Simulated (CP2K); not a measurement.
Two runs for the C K edge of formamidine. Run A: CP2K XAS_TDP, all-electron GAPW, PBEh(45%), aug-cc-pVTZ, TDA, no relativity. Run B differs in one setting.

First lines with a strength over 0.0015. A:

| atom | energy (eV) | states | strength, one atom |
| --- | --- | --- | --- |
| C2 (bonded to 2 N and H) | 282.44 | 1 | 0.0698 |
|  | 285.47 | 1 | 0.0122 |
|  | 286.03 | 1 | 0.0043 |
|  | 286.69 | 1 | 0.0031 |
|  | 287.22 | 1 | 0.0023 |

B:

| atom | energy (eV) | states | strength, one atom |
| --- | --- | --- | --- |
| C2 (bonded to 2 N and H) | 287.68 | 1 | 0.0686 |
|  | 290.71 | 1 | 0.0119 |
|  | 291.27 | 1 | 0.0042 |
|  | 291.93 | 1 | 0.0030 |
|  | 292.46 | 1 | 0.0022 |

Which was it: the basis, the functional, scalar relativity switched on, GW2X switched on?

GW2X switched on. GW2X shifts an atom's lines together and keeps their spacings. Against PBEh(45%) in aug-cc-pVTZ, the leading line moves by +5.24 eV, to 287.68 eV.

[Hosts, paths, dates, database ids (printed as entryN), source tags and the programs' standing remarks are cut or masked in the printed files.]
